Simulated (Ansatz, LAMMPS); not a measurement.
# Relaxing amorphous 57ZrO2-43SiO2 (mol %) (84 atoms), part 3 of 4

Wanted: the relaxed structure of amorphous 57ZrO2-43SiO2 (mol %) (84 atoms) and its electronic structure.

Ansatz 0.2.0; Kohn-Sham DFT, PBE, PAW (set soft_2), plane waves.

The cell: 16 Zr, 12 Si and 56 O. The quench rate of 50 K/ps is orders of magnitude faster than experiment. The network of bonds at the start is that of the classical potential that made the cell. Only the Γ point is sampled in the main run, in a cell whose shortest periodic width is 11 Å.

So far. Step 4 (Cell and atoms relaxed): The relaxation changed the energy by -48.6 meV/atom, and atoms moved by 0.26 Å r.m.s., 0.82 Å at most.

### 6. Single point at the relaxed geometry

The electronic structure is read at the final geometry, in a run of its own.

The input, input.yaml:

```yaml
crystal:
  lattice:
    - [10.74048, 0.23071, 0.11114]
    - [0.23071, 10.31771, -0.15164]
    - [0.11114, -0.15164, 10.27963]
  atoms:
    - { symbol: Zr, position: [0.01482, 0.80489, 0.53041] }
    - { symbol: Zr, position: [0.66468, 0.7257, 0.50797] }
    - { symbol: Zr, position: [0.30133, 0.76273, 0.76418] }
    - { symbol: Zr, position: [0.62775, 0.35601, 0.51617] }
    - { symbol: Zr, position: [0.87204, 0.20499, 0.31938] }
    - { symbol: Zr, position: [0.65242, 0.54374, 0.01578] }
    - { symbol: Zr, position: [0.8246, 0.57733, 0.71888] }
    - { symbol: Zr, position: [0.13718, 0.72533, 0.23489] }
    - { symbol: Zr, position: [0.08461, 0.9908, 0.04989] }
    - { symbol: Zr, position: [0.36925, 0.04387, 0.91076] }
    - { symbol: Zr, position: [0.13566, 0.29275, 0.87362] }
    - { symbol: Zr, position: [0.64513, 0.27337, 0.86029] }
    - { symbol: Zr, position: [0.16814, 0.09791, 0.34401] }
    - { symbol: Zr, position: [0.32891, 0.58132, 0.44263] }
    - { symbol: Zr, position: [0.15183, 0.02517, 0.66827] }
    - { symbol: Zr, position: [0.36698, 0.27104, 0.62661] }
    - { symbol: Si, position: [0.48492, 0.70493, 0.25312] }
    - { symbol: Si, position: [0.84835, 0.00995, 0.80926] }
    - { symbol: Si, position: [0.96211, 0.46626, 0.11997] }
    - { symbol: Si, position: [0.59021, 0.25821, 0.19233] }
    - { symbol: Si, position: [0.46428, 0.99207, 0.21697] }
    - { symbol: Si, position: [0.44336, 0.9882, 0.51729] }
    - { symbol: Si, position: [0.90615, 0.72739, 0.01883] }
    - { symbol: Si, position: [0.9555, 0.29052, 0.58691] }
    - { symbol: Si, position: [0.30962, 0.35735, 0.2016] }
    - { symbol: Si, position: [0.34736, 0.48405, 0.92501] }
    - { symbol: Si, position: [0.61955, 0.81426, 0.83532] }
    - { symbol: Si, position: [0.83112, 0.86688, 0.26863] }
    - { symbol: O, position: [0.8121, 0.25955, 0.53507] }
    - { symbol: O, position: [0.89724, 0.36445, 0.21284] }
    - { symbol: O, position: [0.78674, 0.15825, 0.80368] }
    - { symbol: O, position: [0.24151, 0.1748, 0.52378] }
    - { symbol: O, position: [0.48888, 0.13215, 0.55817] }
    - { symbol: O, position: [0.3335, 0.69031, 0.24761] }
    - { symbol: O, position: [0.28413, 0.39992, 0.80186] }
    - { symbol: O, position: [0.173, 0.92229, 0.21605] }
    - { symbol: O, position: [0.95131, 0.44166, 0.64127] }
    - { symbol: O, position: [0.88993, 0.69601, 0.86375] }
    - { symbol: O, position: [0.50378, 0.16415, 0.90349] }
    - { symbol: O, position: [0.93749, 0.00835, 0.9378] }
    - { symbol: O, position: [0.47128, 0.87223, 0.83232] }
    - { symbol: O, position: [0.43476, 0.40471, 0.49788] }
    - { symbol: O, position: [0.37304, 0.00038, 0.09509] }
    - { symbol: O, position: [0.93992, 0.96784, 0.68364] }
    - { symbol: O, position: [0.8245, 0.83684, 0.10968] }
    - { symbol: O, position: [0.03887, 0.21727, 0.70501] }
    - { symbol: O, position: [0.13612, 0.80492, 0.6755] }
    - { symbol: O, position: [0.66621, 0.31251, 0.066] }
    - { symbol: O, position: [0.73658, 0.77264, 0.34103] }
    - { symbol: O, position: [0.46083, 0.34195, 0.20853] }
    - { symbol: O, position: [0.28068, 0.40802, 0.04961] }
    - { symbol: O, position: [0.49818, 0.46451, 0.92919] }
    - { symbol: O, position: [0.3885, 0.00317, 0.36232] }
    - { symbol: O, position: [0.01316, 0.39819, 0.98051] }
    - { symbol: O, position: [0.85741, 0.71379, 0.57452] }
    - { symbol: O, position: [0.52937, 0.84653, 0.21331] }
    - { symbol: O, position: [0.04889, 0.77318, 0.04985] }
    - { symbol: O, position: [0.56478, 0.89235, 0.52563] }
    - { symbol: O, position: [0.33185, 0.93435, 0.61171] }
    - { symbol: O, position: [0.50088, 0.66703, 0.40929] }
    - { symbol: O, position: [0.5667, 0.10203, 0.19583] }
    - { symbol: O, position: [0.25835, 0.45491, 0.3173] }
    - { symbol: O, position: [0.06484, 0.55435, 0.18633] }
    - { symbol: O, position: [0.80862, 0.01969, 0.30937] }
    - { symbol: O, position: [0.67447, 0.28284, 0.32321] }
    - { symbol: O, position: [0.25381, 0.21851, 0.22992] }
    - { symbol: O, position: [0.21108, 0.9307, 0.86902] }
    - { symbol: O, position: [0.27584, 0.15413, 0.76638] }
    - { symbol: O, position: [0.64889, 0.71058, 0.71391] }
    - { symbol: O, position: [0.15309, 0.6862, 0.43301] }
    - { symbol: O, position: [0.56049, 0.31827, 0.69256] }
    - { symbol: O, position: [0.69836, 0.52261, 0.549] }
    - { symbol: O, position: [0.02118, 0.24202, 0.44264] }
    - { symbol: O, position: [0.30328, 0.63584, 0.91266] }
    - { symbol: O, position: [0.0942, 0.9782, 0.48642] }
    - { symbol: O, position: [0.33439, 0.62748, 0.63147] }
    - { symbol: O, position: [0.96839, 0.81059, 0.32283] }
    - { symbol: O, position: [0.63114, 0.72284, 0.96172] }
    - { symbol: O, position: [0.1741, 0.15166, 0.98892] }
    - { symbol: O, position: [0.01801, 0.11355, 0.21228] }
    - { symbol: O, position: [0.56339, 0.58804, 0.1799] }
    - { symbol: O, position: [0.72197, 0.92532, 0.83122] }
    - { symbol: O, position: [0.73819, 0.45762, 0.84473] }
    - { symbol: O, position: [0.85332, 0.58335, 0.07824] }
kpoints:
  mp_grid: { grid: [1, 1, 1] }
hamiltonian:
  xc: pbe
scf:
  occupations: { method: fermi_dirac, width: 0.025 }
output:
  forces: true
  stress: true
  populations: true
  dos:
    method: { smearing: { sigma: 0.08 } }
    de: 0.05
    projected: { site_lists: { O: [O], Si: [Si], Zr: [Zr] } }
  eigenvalues: true
  write_density: true
  write_potential: true
  volumetric_format: npy
```

The run is started by

```
ansatz run input.yaml --threads 4 --pin off --max-ram 8192MiB --backend cpu --events-out ev --progress --plain --runs-dir out
```

Numbers of over 12 decimals in the logs are rounded to 6 here.

Output:

```text
[...]
Crystal: 84 atoms, lattice volume = 1138.230 Å³
Basis set: ecut = 420 eV, 22229 PW (Γ), exchange–correlation on 144×144×144 points (8 copies of the dense FFT grid, shifted against one another)
Bands: 372, of which v1, the nominal top of the filled ones, is band 288 counted from 1 (287 counted from 0)
Symmetry: 1 space group operations
[...]
k-points: 1
[...]
SCF iter   1: F=—  HF=-106460.566845 eV  |F-HF|=—  |Δ(HF+E_count)|=         —  Δρ=3.41e-3  dr2=9.77e-2  ethr=1.77e-3  ⟨swp⟩=6.0  Hψ=1435  notcnv=0  defer=53
[...]
SCF iter  10: F=-106460.566174 eV  HF=-106460.566174 eV  |F-HF|=1.40e-8  |Δ(HF+E_count)|=   1.04e-7  Δρ=2.07e-6  dr2=4.50e-8  ethr=1.74e-11  ⟨swp⟩=16.0  Hψ=2888  notcnv=0
SCF 1 converged in 10 iterations: F = -106460.566174 eV  dr2 = 4.50e-8
[...]
SCF converged after 10 iterations
Free energy (F): -106460.566174 eV
[...]
Internal energy: -106460.566174 eV  (E = F + TS)
E sigma→0 (E₀):  -106460.566174 eV
Fermi energy:    7.723427 eV
[...]
--- Forces (eV/Å), atoms counted from 1 ---
  atom   1  Zr     0.00643018    -0.00445558     0.00375582
  atom   2  Zr    -0.00956133     0.00329153     0.00787929
  atom   3  Zr     0.00303466    -0.00487269    -0.00445055
  atom   4  Zr    -0.00458156     0.00108723     0.01082781
  atom   5  Zr     0.00677206    -0.00210079     0.00614940
  atom   6  Zr    -0.00028974     0.00167766     0.00607428
  atom   7  Zr     0.00449571    -0.00495121     0.00301504
  atom   8  Zr     0.00239731    -0.00392267     0.00467400
  atom   9  Zr     0.00754775     0.00191273    -0.00910532
  atom  10  Zr    -0.00159195     0.00684662     0.00045628
  atom  11  Zr     0.00955485    -0.00784234     0.00317068
  atom  12  Zr     0.00348096     0.00495948    -0.00944700
  atom  13  Zr    -0.00986870     0.00276923     0.00527090
  atom  14  Zr     0.00781400     0.00548254    -0.00703343
[...]
atom  83  O     -0.00067789    -0.00325611     0.00480012
  atom  84  O      0.00208863    -0.00206552    -0.00291881
  max |Σ_I F_I| component: 6.33e-5 eV/Å
--- Stress (GPa, compression-positive) ---
       -0.004547       0.010093       0.013254
        0.010093      -0.001432      -0.003584
        0.013255      -0.003584      -0.010268
  P = ⅓ Tr σ = -0.0054 GPa (-0.054 kbar)
--- Band table (eV) ---
[...]
--- Löwdin populations: 84 sites ---
  site symbol       q [e]
     0     Zr     10.4969
     1     Zr     10.4724
     2     Zr     10.4869
[...]
83      O      6.7613
  spilling = 0.007500 (of n_electrons = 576.000000)
```

Run time: 11 s. Hardware: 4 threads of Intel Xeon Platinum 8559C (Emerald Rapids), shared host; peak memory 1.6 GiB.

The run gave:

```
free energy                                      : -106460.5662 eV
free energy per atom                             : -1267.3877 eV/atom
SCF cycles                                       : 10
pressure                                         : -0.005416 GPa
r.m.s. force component                           : 0.00455 eV/Å
longest force                                    : 0.01979 eV/Å
Fermi energy                                     : 7.723 eV
gap (highest filled to lowest empty level) : 3.576 eV
spilling of the projection                       : 0.0075
```

Löwdin charges by element and coordination (they lack the spilled electrons, 0.051 e an atom on average):

```csv
element,coordination,atoms,mean charge (e),spread,least,most
O,all,56,-0.718,0.0494,-0.797,-0.594
O,2,23,-0.726,0.0418,-0.797,-0.619
O,3,31,-0.713,0.0548,-0.793,-0.594
O,4,2,-0.712,0.0232,-0.735,-0.689
Si,all,12,1.69,0.021,1.66,1.74
Zr,all,16,1.52,0.0219,1.47,1.56
Zr,6,14,1.52,0.0218,1.47,1.56
Zr,7,1,1.52,0,1.52,1.52
Zr,8,1,1.49,0,1.49,1.49
```

States in the cell by windows of 1 eV, zero at the Fermi level; the larger projections on atomic orbitals stand beside the total:

```csv
from (eV),to (eV),total,O p,Zr d,O s
-18,-17,23.6,0.1,1.9,19.4
-17,-16,0.3,0.0,0.0,0.3
-16,-11,0.0,0.0,0.0,0.0
-11,-10,2.0,1.3,0.0,0.1
-10,-9,8.1,5.3,0.2,0.5
-9,-8,7.9,5.3,0.4,0.6
-8,-7,14.9,10.5,1.2,0.6
-7,-6,44.2,32.1,5.3,0.9
-6,-5,55.1,42.3,8.2,0.8
-5,-4,63.1,52.6,6.7,0.8
-4,-3,74.4,66.4,4.7,0.6
-3,-2,61.3,57.4,2.2,0.3
-2,-1,5.0,4.7,0.1,0.0
-1,1,0.0,0.0,0.0,0.0
1,2,3.2,0.4,2.4,0.1
2,3,39.0,4.4,31.0,0.8
3,4,46.4,6.5,34.6,1.4
4,5,31.6,5.0,18.9,2.3
```

Between -26 and -18 eV lie 88 more states.

The stored curve holds about 448 of the 576 electrons; the rest, give or take the few that broadening carries across the Fermi level, lie in deeper levels below its range.

The levels nearest the highest filled one (over half full), pooled over k-points and spins:

| level less the highest filled one (eV) | occupation |
| --- | --- |
| -0.436 | 2 |
| -0.385 | 2 |
| -0.310 | 2 |
| -0.226 | 2 |
| -0.0527 | 2 |
| 0 | 2 |
| 3.58 | 0 |
| 3.78 | 0 |
| 3.90 | 0 |
| 3.95 | 0 |
| 4.02 | 0 |
| 4.07 | 0 |

Electrostatic potential energy in the ab plane at fractional z = 0.216, with atoms of Zr and Si and O within 0.2 Å of it. With pseudopotentials it is smooth inside the atoms' cores, unlike the true potential.

Values in eV, 13 rows by 16 columns, each cell a mean:
```
 11   8 -24 -16  11   9 -11 -37 -18   8  12  11   6   1   6  10
 10   8 -15  -9  12  12   8  -4 -33  -5  12   9  -8 -30  -6   9
  6 -12 -23  -3  10  11   8  -3 -24  -1  13  11   4  -7   3   9
  2 -35 -46 -23  -1 -20  -6 -34 -28   4  12  13  12  10  10  10
  7  -8 -19  -3   4 -11   0 -14 -19  -5  11  13  13  12  12  11
-12 -24   7  10  12  12  11  10  -8 -16  10  12  12  12  10   9
  2   1  12  12   9   8  11  12  12  12  12  12  12  11   6   2
  8  12  12   5 -19 -23   0  -2   9  10  11  12  13   4 -18  -1
 12  12  11   3 -33 -39 -17 -38 -14 -12   0  10  12  -1 -31  -2
 12  13  12  -7 -24  -2   7   1 -16 -45 -23   6   8   4   3   9
 -3   9  10  -8 -21   8  11  10  -1 -18  -2   8   7   0  -1   3
-38  -4   6   6  10  11   7   3 -19 -31   7  12  11   8   7  -8
  4   8   7   8  10   8 -13 -39 -21  -1  12  13  12  11  12  11
```
Columns run along a (10.7 Å; values clipped at the 3rd and 97th percentile), rows up along b (10.3 Å). Atoms in or near the plane, at fractional coordinates: Zr at (0.14, 0.73), Si at (0.46, 0.99), Si at (0.31, 0.36), O at (0.90, 0.36), O at (0.17, 0.92), O at (0.46, 0.34), O at (0.53, 0.85), O at (0.25, 0.22), O at (0.02, 0.11).

Valence density in the ab plane at fractional z = 0.216, with atoms of Zr and Si and O within 0.2 Å of it. It is the smooth field of the valence electrons, not physical close to the nuclei.

Ten even steps from '_' (0.0 e/Å³) to '@' (6.9 e/Å³), each cell a mean:
```
______..--==::______________________________________________
______..**@@**..______________....__________________________
______..==**==..____________::++++::________________________
________......______________::%%@@==________________________
______..::..________________..==++::________________________
____::==++==..______..________....__________________________
____::++++++::__..--==::..__________________________________
____..--==--..__..==**--..__________________________________
____......________..::..______..::::..______________________
..--==::______________________::++++::______________________
::++##--______________________..----..______________________
..::--..____________________________________________________
____________________________________________________________
____________________________________________________::::..__
________________________::====..__________________::####==__
______________________..--%%@@==..________________::##%%==__
______________....______::==++::..__________________::::..__
____________::====..________....____________________________
____________==%%%%--________________________________________
::..________::====..____________......____________________..
%%**::________________________..==++--__________________..--
%%##::________________________::**%%==____________________--
::::..________________________..----..____________________..
____________________________________________________________
```
Columns run along a (10.7 Å), rows up along b (10.3 Å). Atoms in or near the plane, at fractional coordinates: Zr at (0.14, 0.73), Si at (0.46, 0.99), Si at (0.31, 0.36), O at (0.90, 0.36), O at (0.17, 0.92), O at (0.46, 0.34), O at (0.53, 0.85), O at (0.25, 0.22), O at (0.02, 0.11).

Mean Löwdin charges: O -0.72, Si +1.69, Zr +1.52 e (they miss 0.75 % of the electrons, so they add up to more than the cell's charge). The largest share in the top eV of filled states is O p (95 % of the projected weight), and in the lowest eV of empty states Zr d (82 % of the projected weight).

Local excerpt of 13 atoms (numbers count through the whole input) about O68, which has 4 bonded neighbours where the commonest count for O is 3; x, y, z are measured from there.

```
atom      x      y      z  distance (Å)  bonds  Löwdin charge (e)
 O68   0.00   0.00   0.00          0.00      4              -0.69
Zr10   0.99  -1.14   1.51          2.14      6               1.47
Zr16   0.99   1.25  -1.44          2.15      6               1.50
Zr15  -1.37  -1.34  -1.00          2.17      8               1.49
Zr11  -1.46   1.38   1.07          2.28      6               1.52
 O79  -1.07  -0.08   2.28          2.52      3              -0.59
 O32  -0.39   0.24  -2.50          2.54      3              -0.66
 O35   0.15   2.53   0.33          2.56      3              -0.75
 O67  -0.74  -2.34   1.08          2.68      4              -0.74
 O46  -2.54   0.61  -0.67          2.69      3              -0.73
 O59   0.53  -2.23  -1.55          2.77      3              -0.76
 O39   2.47   0.14   1.43          2.86      2              -0.64
 O33   2.26  -0.15  -2.11          3.10      3              -0.71
```

The column of bonds counts only the pairs O-Zr within 2.98 Å, O-Si within 2.12 Å; other neighbours, such as metal atoms beside each other in a compound, aren't counted, and periodic images can show an atom twice.

### 7. K-mesh 2×2×2

A denser mesh tests the sampling of the Brillouin zone.

input.yaml: that of step 6 with these lines changed.

```diff
@@ -8,3 +8,3 @@
 kpoints:
-  mp_grid: { grid: [1, 1, 1] }
+  mp_grid: { grid: [2, 2, 2] }
 hamiltonian:
@@ -22,4 +22 @@
   eigenvalues: true
-  write_density: true
-  write_potential: true
-  volumetric_format: npy
```

Output:

```text
[...]
Crystal: 84 atoms, lattice volume = 1138.230 Å³
Basis set: ecut = 420 eV, 22229 PW (Γ), exchange–correlation on 144×144×144 points (8 copies of the dense FFT grid, shifted against one another)
Bands: 372, of which v1, the nominal top of the filled ones, is band 288 counted from 1 (287 counted from 0)
Symmetry: 1 space group operations
[...]
k-points: 8
[...]
SCF iter   1: F=—  HF=-106460.680865 eV  |F-HF|=—  |Δ(HF+E_count)|=         —  Δρ=3.38e-3  dr2=9.61e-2  ethr=1.77e-3  ⟨swp⟩=6.0  Hψ=11470  notcnv=0  defer=414
[...]
SCF iter   9: F=—  HF=-106460.679951 eV  |F-HF|=—  |Δ(HF+E_count)|=   1.85e-7  Δρ=3.40e-6  dr2=1.35e-7  ethr=2.87e-10  ⟨swp⟩=2.0  Hψ=4030  notcnv=0  defer=622
SCF iter  10: F=-106460.679951 eV  HF=-106460.679951 eV  |F-HF|=1.31e-8  |Δ(HF+E_count)|=   1.00e-7  Δρ=2.04e-6  dr2=4.40e-8  ethr=1.74e-11  ⟨swp⟩=12.4  Hψ=14679  notcnv=0
SCF 1 converged in 10 iterations: F = -106460.679951 eV  dr2 = 4.40e-8
[...]
SCF converged after 10 iterations
Free energy (F): -106460.679951 eV
[...]
Internal energy: -106460.679951 eV  (E = F + TS)
E sigma→0 (E₀):  -106460.679951 eV
Fermi energy:    7.740169 eV
[...]
Σ components = -106460.679951   (vs F -106460.679951, Δ=0.00e0)
--- Forces (eV/Å), atoms counted from 1 ---
  atom   1  Zr     0.00025568    -0.02996922     0.00246610
  atom   2  Zr    -0.02311985    -0.01228518     0.01261434
  atom   3  Zr     0.01302000     0.00448382    -0.00611890
  atom   4  Zr    -0.02273765    -0.01300937     0.02687146
[...]
atom  84  O     -0.01013865    -0.00479308     0.00668839
  max |Σ_I F_I| component: 5.62e-5 eV/Å
--- Stress (GPa, compression-positive) ---
        0.007890       0.012194       0.013162
        0.012194       0.017323       0.005411
        0.013163       0.005411      -0.050144
  P = ⅓ Tr σ = -0.0083 GPa (-0.083 kbar)
--- Band table (eV; the first three rows and the last of 8) ---
[...]
--- Löwdin populations: 84 sites ---
  site symbol       q [e]
     0     Zr     10.4972
     1     Zr     10.4741
     2     Zr     10.4890
[...]
83      O      6.7607
  spilling = 0.007494 (of n_electrons = 576.000000)
```

Elapsed: 76 s, on 4 threads; peak memory 5.6 GiB; 4.9 min of CPU time.

The program notes that it cut back its work space to fit the memory limit.

Geometry and reference: those of the single point at the relaxed geometry.

Forces differ from those of the single point at the relaxed geometry by 9.0 meV/Å r.m.s.; the energy by -1.4 meV/atom and the gap by -0.052 eV. It took 76 s and 10 cycles; the reference's time can't be set against it, since the two runs asked for unlike analyses.

(Continued in part 4 of 4.)

[Logs are printed without paths, hosts, clocks, repeated set-up lines and the standing remarks that a program may print on its own settings, such as how far it seeks lower states.]

[Hosts, paths, dates, database ids (printed as entryN), source tags and the programs' standing remarks are cut or masked in the printed files.]
